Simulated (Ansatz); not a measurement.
# 2H-VSeTe bilayer (2H stacking) in a perpendicular field, part 3 of 3

Aim: how the 2H-VSeTe bilayer (2H stacking) screens a field along its normal, and what the field does to its bands. A positive field points along +c.

Ansatz 0.2.0; plane-wave DFT, PBE+U-D3(BJ), Ansatz PAW.

So far. Step 5 (Single point, field -0.1 V/Å): The dipole is -0.108 e·Å, -0.0712 e·Å from its value without field.

## Step 6: Single point, field 0.2 V/Å

input.yaml

```yaml
crystal:
  lattice:
    - [3.4600761684, 0.0, 0.0]
    - [-1.7300380842, 2.9965138609, 0.0]
    - [0.0, 0.0, 27.8693067301]
  atoms:
    - { symbol: Te, position: [0.3333333333, 0.6666666667, 0.3229359125], spin: -0.17 }
    - { symbol: V, position: [0.0, 0.0, 0.3903614267], spin: 1.57 }
    - { symbol: Se, position: [0.3333333333, 0.6666666667, 0.4444305483], spin: -0.14 }
    - { symbol: Te, position: [0.0, 0.0, 0.556020841], spin: 0.17 }
    - { symbol: V, position: [0.3333333333, 0.6666666667, 0.6227303763], spin: -1.35 }
    - { symbol: Se, position: [0.0, 0.0, 0.6770640875], spin: 0.14 }
magnetization:
  spin_polarized: true
kpoints:
  mp_grid: { grid: [18, 18, 1] }
  band_path:
    path: [[0, 0, 0], [0.5, 0, 0], [0.33333333, 0.33333333, 0], [0, 0, 0]]
    npoints: 16
hamiltonian:
  xc: pbe
  dispersion: d3bj
  hubbard: { sites: [{ species: V, l: d, u_eff: 2.0 }] }
scf:
  occupations: { method: fermi_dirac, width: 0.02585 }
  convergence: { dr2_threshold: 1.0e-10 }
efield:
  axis: 3
  dipole_correction: true
  ramp_position: 0.9605
  ramp_width: 0.0725
  amplitude: 0.2
output:
  write_potential: true
  write_density: true
  volumetric_format: npy
```

On the command line:

```bash
> ansatz run input.yaml --threads 4 --pin off --max-ram 12288MiB --backend cpu --events-out ev --progress --plain --runs-dir out
```

Numbers of over 12 decimals in the logs are rounded to 6 here.

The program printed:

```text
[...]
Crystal: 6 atoms, lattice volume = 288.954 Å³
Basis set: ecut = 420 eV, 5607 PW (Γ)
Bands: 57, of which v1, the nominal top of the filled ones, is band 45 counted from 1 (44 counted from 0)
Symmetry: 6 space group operations
k-points: 37 of 324 (time reversal used)
[...]
Starting moments: Σ|m| = 3.54 μB on 6 of 6 sites
[...]
k-point 1 ↑: bands = [... 41 lower, 1.4813, 2.2876, 2.5161, 2.5944, 4.0416, 4.5193, 4.6138, 5.0748, ... 8 higher]
  k-point 2 ↑: bands = [... 41 lower, 1.3873, 2.0921, 2.2307, 2.4758, 3.9306, 4.2421, 4.4518, 4.5013, ... 8 higher]
  k-point 36 ↓: bands = [... 41 lower, -0.3604, 0.9278, 1.2465, 1.8133, 2.4461, 3.5022, 3.6430, 3.7852, ... 8 higher]
Occupation matrices written to <dir>
[key lines of the parts left out:]
SCF converged after 43 iterations
Magnetization: 0.2344 μB (45.1172 up, 44.8828 down)
Free energy (F): -30724.055877 eV
Fermi energy:    2.458904 eV
Dipole field:    D = 0.066168 V/Å  (p = 0.105661 e·Å, saw-weighted, corrected)
```

The job ended after 2.3 min (4 threads of Intel Xeon Platinum 8488C (Sapphire Rapids), shared host; peak memory 1.9 GiB).

The dipole is 0.106 e·Å, 0.142 e·Å from its value without field.

## Step 7: Single point, field -0.2 V/Å

Changes to input.yaml since step 6:

```diff
@@ -31,3 +31,3 @@
   ramp_width: 0.0725
-  amplitude: 0.2
+  amplitude: -0.2
 output:
```

The program printed:

```text
[...]
Crystal: 6 atoms, lattice volume = 288.954 Å³
Basis set: ecut = 420 eV, 5607 PW (Γ)
Bands: 57, of which v1, the nominal top of the filled ones, is band 45 counted from 1 (44 counted from 0)
Symmetry: 6 space group operations
k-points: 37 of 324 (time reversal used)
[...]
Starting moments: Σ|m| = 3.54 μB on 6 of 6 sites
[...]
k-point 1 ↑: bands = [... 41 lower, 1.4716, 2.2993, 2.5482, 2.6282, 4.0893, 4.5281, 4.6202, 5.0984, ... 8 higher]
  k-point 2 ↑: bands = [... 41 lower, 1.3790, 2.1190, 2.2426, 2.5069, 3.9696, 4.2628, 4.4719, 4.5093, ... 8 higher]
  k-point 36 ↓: bands = [... 41 lower, -0.3460, 0.9316, 1.2710, 1.8253, 2.3622, 3.5078, 3.6588, 3.7884, ... 8 higher]
Occupation matrices written to <dir>
[key lines of the parts left out:]
SCF converged after 40 iterations
Magnetization: 0.1782 μB (45.0891 up, 44.9109 down)
Free energy (F): -30724.070514 eV
Fermi energy:    2.458983 eV
Dipole field:    D = -0.111978 V/Å  (p = -0.178814 e·Å, saw-weighted, corrected)
```

Run time: 1.8 min. Hardware: 4 threads; peak memory 1.9 GiB.

The dipole is -0.179 e·Å, -0.142 e·Å from its value without field.

## Step 8: Single point, field 0.35 V/Å

Changes to input.yaml since step 7:

```diff
@@ -29,6 +29,8 @@
   dipole_correction: true
-  ramp_position: 0.9605
-  ramp_width: 0.0725
-  amplitude: -0.2
+  ramp_position: 0.9395
+  ramp_width: 0.1145
+  amplitude: 0.35
 output:
+  dos: { projected: true, e_range: [-6, 5] }
+  bader: true
   write_potential: true
@@ -36 +38,2 @@
   volumetric_format: npy
+  elf: true
```

The program printed:

```text
[...]
Crystal: 6 atoms, lattice volume = 288.954 Å³
Basis set: ecut = 420 eV, 5607 PW (Γ)
Bands: 57, of which v1, the nominal top of the filled ones, is band 45 counted from 1 (44 counted from 0)
Symmetry: 6 space group operations
k-points: 37 of 324 (time reversal used)
[...]
Starting moments: Σ|m| = 3.54 μB on 6 of 6 sites
[...]
Occupation matrices written to <dir>
--- Bader charges: 6 sites ---
  site symbol  charge [e]  shift [e]    m [muB]
     0     Te     -0.4946     0.0013    -0.2484
     1      V      1.1681     0.0007     1.7305
     2     Se     -0.7402     0.0006    -0.1172
     3     Te     -0.4227     0.0014     0.2475
     4      V      1.1695     0.0009    -1.4932
     5     Se     -0.6802     0.0006     0.1247
  estimated error of the sums over rays = 6.8e-4 e
[key lines of the parts left out:]
SCF converged after 38 iterations
Magnetization: 0.2439 μB (45.1220 up, 44.8780 down)
Free energy (F): -30724.079691 eV
Fermi energy:    2.448658 eV
Dipole field:    D = 0.132649 V/Å  (p = 0.211822 e·Å, saw-weighted, corrected)
```

It took 88 s on 4 threads; peak memory 1.9 GiB; 5.8 min of CPU time.

The dipole is 0.212 e·Å, 0.248 e·Å from its value without field.

## Step 9: Response, atoms held

This step: plane-wave DFT, PBE+U-D3(BJ), Ansatz PAW; response to a field along the normal, atoms held (Ansatz 0.2.0).

The dipoles give the slope, and the difference of two potentials shows where the field is screened.

Numbers from this step:

- equivalent conductor thickness p/(ε₀AE): 12.43 Å
- distance between the outer atoms: 9.869 Å

Dipole of the cell against applied field:

| applied field (V/Å) | dipole of the cell (e·Å) |
| --- | --- |
| -0.200 | -0.179 |
| -0.100 | -0.108 |
| 0.000 | -0.0366 |
| 0.100 | 0.0346 |
| 0.200 | 0.106 |
| 0.350 | 0.212 |

The total moment by applied field:

| applied field (V/Å) | total moment (μB) |
| --- | --- |
| -0.200 | 0.178 |
| -0.100 | 0.190 |
| 0.000 | 0.204 |
| 0.100 | 0.222 |
| 0.200 | 0.234 |
| 0.350 | 0.244 |

Local field over the applied field, running mean. From the potentials at -0.1 and 0.1 V/Å; running mean over 2.5 Å. The local field over applied field by z:

| z (Å) | local field over applied field |
| --- | --- |
| 4.5 | 0.997 |
| 5.0 | 0.991 |
| 5.5 | 0.975 |
| 6.0 | 0.935 |
| 6.5 | 0.851 |
| 7.0 | 0.711 |
| 7.5 | 0.540 |
| 8.0 | 0.365 |
| 8.5 | 0.203 |
| 9.0 | 0.0835 |
| 9.5 | 0.0362 |
| 10.0 | 0.0140 |
| 10.5 | 0.00486 |
| 11.0 | 0.00591 |
| 11.5 | 0.00845 |
| 12.0 | -0.00433 |
| 12.5 | -0.0100 |
| 13.0 | -0.0136 |
| 13.5 | -0.0144 |
| 14.0 | -0.0115 |
| 14.5 | -0.00797 |
| 15.0 | -0.00582 |
| 15.5 | 0.00110 |
| 16.0 | 0.00788 |
| 16.5 | 0.00879 |
| 17.0 | -0.00186 |
| 17.5 | 0.00793 |
| 18.0 | 0.0265 |
| 18.5 | 0.0670 |
| 19.0 | 0.165 |
| 19.5 | 0.328 |
| 20.0 | 0.501 |
| 20.5 | 0.673 |
| 21.0 | 0.825 |
| 21.5 | 0.924 |
| 22.0 | 0.971 |
| 22.5 | 0.990 |
| 23.0 | 0.996 |
| 23.5 | 0.999 |

The induced electron density oscillates, so the rows of the table below give means over windows of 0.5 Å about each position, cut where the curve ends. Its maxima inside the range that stand out by 2 % of the span (Å: e/Å³ per V/Å): 7.69: 0.00347, 10.89: 0.00225, 11.61: 2.0e-4, 15.68: 1.9e-4, 16.98: 0.00198, 17.71: 0.00282, 18.87: -5.3e-4. Its minima: 10.45: -0.00153, 11.32: -7.4e-4, 14.66: -2.0e-4, 16.69: -0.00131, 17.42: -0.00152, 18.14: -0.00139, 19.89: -0.00362.

Electrons, planar mean, per unit field. Induced electron density against z; means over each step:

| z (Å) | induced electron density (e/Å³ per V/Å) |
| --- | --- |
| 4.5 | 1.5e-5 |
| 5.0 | 4.5e-5 |
| 5.5 | 1.3e-4 |
| 6.0 | 3.4e-4 |
| 6.5 | 8.4e-4 |
| 7.0 | 0.00184 |
| 7.5 | 0.00312 |
| 8.0 | 0.00283 |
| 8.5 | 0.00105 |
| 9.0 | 7.0e-4 |
| 9.5 | 4.9e-4 |
| 10.0 | -3.7e-4 |
| 10.5 | -7.4e-4 |
| 11.0 | 9.6e-4 |
| 11.5 | -1.5e-4 |
| 12.0 | 3.6e-5 |
| 12.5 | 7.1e-5 |
| 13.0 | 7.2e-5 |
| 13.5 | 4.1e-5 |
| 14.0 | -6.7e-5 |
| 14.5 | -1.8e-4 |
| 15.0 | -8.3e-5 |
| 15.5 | 1.4e-4 |
| 16.0 | 5.5e-5 |
| 16.5 | -6.7e-4 |
| 17.0 | 6.3e-4 |
| 17.5 | 3.4e-4 |
| 18.0 | -2.6e-4 |
| 18.5 | -0.00102 |
| 19.0 | -6.9e-4 |
| 19.5 | -0.00223 |
| 20.0 | -0.00341 |
| 20.5 | -0.00223 |
| 21.0 | -9.9e-4 |
| 21.5 | -3.9e-4 |
| 22.0 | -1.4e-4 |
| 22.5 | -4.9e-5 |
| 23.0 | -1.6e-5 |
| 23.5 | -5.3e-6 |

By hand: between -0.1 and 0.1 V/Å the dipole changes by 0.1424 e·Å, a slope of 0.7122 e·Å²/V. A perfect conductor of thickness t has p = ε₀AEt, so t = 180.95 × 0.7122 / 10.368 = 12.43 Å (e/ε₀ = 180.95 V·Å, A in Å²).

The induced dipole is that of a conductor 12.43 Å thick.

## Step 10: The same run with other settings

This step: plane-wave DFT, PBE+U-D3(BJ), Ansatz PAW (Ansatz 0.2.0).

An input spoilt on purpose, to show how the run answers: it repeats the earlier run at 0.1 V/Å with efield.axis from 3 to 0, and scf.max_iter set to 80.

Changes to input.yaml since step 8:

```diff
@@ -26,11 +26,10 @@
   convergence: { dr2_threshold: 1.0e-10 }
+  max_iter: 80
 efield:
-  axis: 3
+  axis: 0
   dipole_correction: true
-  ramp_position: 0.9395
-  ramp_width: 0.1145
-  amplitude: 0.35
+  ramp_position: 0.9605
+  ramp_width: 0.0725
+  amplitude: 0.1
 output:
-  dos: { projected: true, e_range: [-6, 5] }
-  bader: true
   write_potential: true
@@ -38,2 +37 @@
   volumetric_format: npy
-  elf: true
```

The program printed:

```text
Error: invalid value for `efield.axis`: must be in [1, 3]; got 0
```

Run time: 0.03 s. Hardware: 4 threads; peak memory 0.049 GiB.

The program refused the input before any cycle.

The program's message: “Error: invalid value for `efield.axis`: must be in [1, 3]; got 0”

The fault put into the input: an axis of 0, outside the range 1 to 3.

## Step 11: Varying the input: scf.n_extra_bands = 32

Another changed input: it repeats the earlier run at 0.1 V/Å with scf.n_extra_bands to 32.

Changes to input.yaml since step 10:

```diff
@@ -26,5 +26,5 @@
   convergence: { dr2_threshold: 1.0e-10 }
-  max_iter: 80
+  n_extra_bands: 32
 efield:
-  axis: 0
+  axis: 3
   dipole_correction: true
```

The program printed:

```text
[...]
Crystal: 6 atoms, lattice volume = 288.954 Å³
Basis set: ecut = 420 eV, 5607 PW (Γ)
Bands: 77, of which v1, the nominal top of the filled ones, is band 45 counted from 1 (44 counted from 0)
Symmetry: 6 space group operations
k-points: 37 of 324 (time reversal used)
[...]
Starting moments: Σ|m| = 3.54 μB on 6 of 6 sites
[...]
SCF iter   1: F=—  HF=-30724.336432 eV  |F-HF|=—  |Δ(HF+E_count)|=         —  Δρ=1.37e-2 (↑1.37e-2 ↓1.37e-2)  dr2=5.39e0  dr2_m=2.10e-1  M=0.136 μB ∫|m|=3.625 μB  β_m=0.30  ethr=3.10e-3  p=0.071 e·Å  D=4.46e-2 V/Å  ΔV_dip=-1.24 eV  dr2_dipole=1.00e0  V_vac-E_F(+/−)=6.89/5.61 eV  ⟨swp⟩=7.5  Hψ=24762  notcnv=0  defer=1231
[...]
SCF iter  39: F=-30724.048859 eV  HF=-30724.048859 eV  |F-HF|=2.91e-11  |Δ(HF+E_count)|=  1.16e-10  Δρ=5.58e-8 (↑4.01e-8 ↓5.58e-8)  dr2=1.20e-11  dr2_m=2.41e-12  M=0.222 μB ∫|m|=4.482 μB  ethr=1.00e-12  p=0.035 e·Å  D=2.17e-2 V/Å  ΔV_dip=-0.60 eV  dr2_dipole=1.29e-12  V_vac-E_F(+/−)=5.94/4.02 eV  ⟨swp⟩=13.9  Hψ=31939  notcnv=0
SCF 1 converged in 39 iterations: F = -30724.048859 eV  dr2 = 1.20e-11
[...]
SCF iter   8: F=-30724.048859 eV  HF=-30724.048859 eV  |F-HF|=8.00e-11  |Δ(HF+E_count)|=  3.27e-11  Δρ=6.90e-9 (↑6.90e-9 ↓5.39e-9)  dr2=1.45e-12  dr2_m=2.20e-14  M=0.222 μB ∫|m|=4.482 μB  ethr=1.00e-12  p=0.035 e·Å  D=2.17e-2 V/Å  ΔV_dip=-0.60 eV  dr2_dipole=6.07e-13  V_vac-E_F(+/−)=5.94/4.02 eV  ⟨swp⟩=1.0  Hψ=11692  notcnv=0
[...]
SCF converged after 39 iterations
Magnetization: 0.2216 μB (45.1108 up, 44.8892 down)
Absolute magnetization: 4.4656 μB (∫|ρ↑−ρ↓|, with the PAW one-centre terms)
[...]
Per-site moments (μB) at R_I (Å): [(-0.175567, 1.131313), (1.542531, 1.032187), (-0.141163, 1.032187), (0.174131, 1.125690), (-1.348621, 1.034022), (0.137966, 1.034022)]
Free energy (F): -30724.048859 eV
[...]
Internal energy: -30724.044589 eV  (E = F + TS)
E sigma→0 (E₀):  -30724.046724 eV
Entropy (-TS):   -0.004270 eV (-0.712 meV/atom)
Fermi energy:    2.461828 eV
Dipole field:    D = 0.021691 V/Å  (p = 0.034637 e·Å, saw-weighted, corrected)
Work function:   not extracted (applied field tilts the vacuum); planar V_es + V_field profile in the machine report
[...]
--- Band table (eV; the first three rows and the last of 74) ---
  k-point 0 ↑: bands = [... 41 lower, 1.5168, 2.3152, 2.6486, 2.6486, 4.0854, 4.6449, 4.6449, 5.2164, ... 28 higher]
  k-point 1 ↑: bands = [... 41 lower, 1.4812, 2.2921, 2.5235, 2.6021, 4.0530, 4.5235, 4.6175, 5.0833, ... 28 higher]
  k-point 2 ↑: bands = [... 41 lower, 1.3876, 2.0988, 2.2351, 2.4830, 3.9402, 4.2489, 4.4592, 4.5055, ... 28 higher]
  k-point 36 ↓: bands = [... 41 lower, -0.3553, 0.9290, 1.2546, 1.8168, 2.4271, 3.5040, 3.6472, 3.7880, ... 28 higher]
Occupation matrices written to <dir>
```

Elapsed: 4.3 min, on 4 threads; peak memory 3.7 GiB.

This step gave:

| Item | Value |
| --- | --- |
| energy at zero smearing | -30724.0467 eV |
| total moment | 0.2216 μB |
| site moments | -0.1756, 1.543, -0.1412, 0.1741, -1.349, 0.1380 μB |
| dipole along the normal | 0.03464 e·Å |

Deep bands are left out, so band numbers here count from the lowest band kept and differ from the log's. The electronic bands at the labelled points (eV, zero at the Fermi level; # counts the bands kept):

| point | up #11 | up #12 | up #13 | up #14 | down #11 | down #12 | down #13 | down #14 |
| --- | --- | --- | --- | --- | --- | --- | --- | --- |
| Γ | -0.15 | 0.19 | 0.19 | 1.62 | -0.39 | 0.37 | 0.37 | 1.98 |
| halfway | -1.26 | -0.80 | -0.33 | 0.56 | -1.13 | -0.76 | -0.21 | 0.70 |
| M | -1.21 | -0.83 | -0.61 | 0.20 | -1.05 | -0.81 | -0.58 | 0.31 |
| halfway | -1.55 | -1.19 | -0.82 | -0.10 | -1.49 | -1.26 | -0.73 | 0.16 |
| K | -1.59 | -1.15 | -0.68 | -0.40 | -1.53 | -1.21 | -0.65 | -0.03 |
| halfway | -1.28 | -0.94 | -0.78 | 0.46 | -1.18 | -0.91 | -0.71 | 0.59 |
| Γ | -0.15 | 0.19 | 0.19 | 1.62 | -0.39 | 0.37 | 0.37 | 1.98 |

Site moment by atom:

| atom | site moment (μB) |
| --- | --- |
| Te1 | -0.18 |
| V2 | 1.54 |
| Se3 | -0.14 |
| Te4 | 0.17 |
| V5 | -1.35 |
| Se6 | 0.14 |

| quantity | this run | earlier run | difference |
| --- | --- | --- | --- |
| dipole along the normal (e·Å) | 0.03464 | 0.03463 | 2.6e-6 |
| total moment (μB) | 0.2216 | 0.2216 | 3.8e-5 |

Nothing in the table moves by 0.01 in its unit (for the dipole 0.5 % and 5e-5 e·Å). The run took 47 SCF cycles against 48.

Of the bands kept, 6 cross the Fermi level on this path, both spins counted.

## Step 12: Results

```json
{
 "gap without field": "none",
 "work function, upper face": "5.33 eV",
 "step between the vacuum levels": "0.639 eV",
 "equivalent conductor thickness, atoms held": "12.4 Å"
}
```

In words: The induced dipole equals that of a perfect conductor 12.43 Å thick, while the outer atoms lie 9.87 Å apart. The two faces differ: the vacuum level above lies 0.64 eV higher than the one below. There is no gap over 0.03 eV, with or without the field. The magnetic order is the one reached from the typed start; other orders were not compared. Spin-orbit coupling is left out, which matters for the bands of elements this heavy.

[Logs are printed without paths, hosts, clocks, repeated set-up lines and the standing remarks that a program may print on its own settings, such as how far it seeks lower states.]

[Hosts, paths, dates, database ids (printed as entryN), source tags and the programs' standing remarks are cut or masked in the printed files.]

[Maps of the electrostatic potential energy from Ansatz leave out the sawtooth potential of an applied field or a dipole correction, so their vacuum need not be flat; planar profiles and work functions include it.]
